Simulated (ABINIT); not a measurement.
Planning a run of ABINIT 10.8.3 on Y2Ti2S2O5 (I4/mmm). The input:

```
acell 3*1.0 Angstrom
rprim 
  -1.898002000000 1.898002000000 11.545330000000
  1.898002000000 -1.898002000000 11.545330000000
  1.898002000000 1.898002000000 -11.545330000000
ntypat 4
znucl 39 22 16 8
natom 11
typat 1 1 2 2 3 3 4 4 4 4 4
xred 
  0.666698000000 0.666698000000 0.000000000000
  0.333302000000 0.333302000000 0.000000000000
  0.921493000000 0.921493000000 0.000000000000
  0.078507000000 0.078507000000 0.000000000000
  0.794752000000 0.794752000000 0.000000000000
  0.205248000000 0.205248000000 0.000000000000
  0.000000000000 0.000000000000 0.000000000000
  0.900805000000 0.400805000000 0.500000000000
  0.599195000000 0.099195000000 0.500000000000
  0.400805000000 0.900805000000 0.500000000000
  0.099195000000 0.599195000000 0.500000000000
pp_dirpath "pseudos"
pseudos "Y.upf, Ti.upf, S.upf, O.upf"
ecut 38
ngkpt 4 4 4
nshiftk 1
shiftk 0 0 0
kptopt 1
chksymbreak 0
istwfk *1
occopt 1
irdwfk 1
optdriver 3
nband 99
ecuteps 3.2
inclvkb 2
awtr 1
symchi 1
indata_prefix "in"
outdata_prefix "out"
tmpdata_prefix "tmp"
gwmem 10
```

```sh
OMP_NUM_THREADS=2 mpirun -n 8 abinit run.abi > log
```

How long will it take on 8 MPI ranks of Arm Neoverse V2, shared host, and how much memory?

It took 18 min; on shared hardware allow 8.8 min to 35 min. Peak host memory was 4.8 GiB.

[Paths, hosts, dates, memory and timing lines, banners, echoed tables and standing remarks are left out of the program output.]

[Logs are printed without paths, hosts, clocks, repeated set-up lines and the standing remarks that a program may print on its own settings, such as how far it seeks lower states.]

[Runs of the session that timed out or met a known fault of the program may be left out.]

[Hosts, paths, dates, database ids (printed as entryN), source tags and the programs' standing remarks are cut or masked in the printed files.]

[G0W0 gaps are taken among the corrected bands and points alone; a level outside them can change the order at an edge.]

[Where Ansatz stands beside ABINIT at settings called matched, ABINIT's density can come from a denser mesh and the files from another edition; pairs whose starting gaps differed by over 0.03 eV were left out, so agreement reads better than it is.]
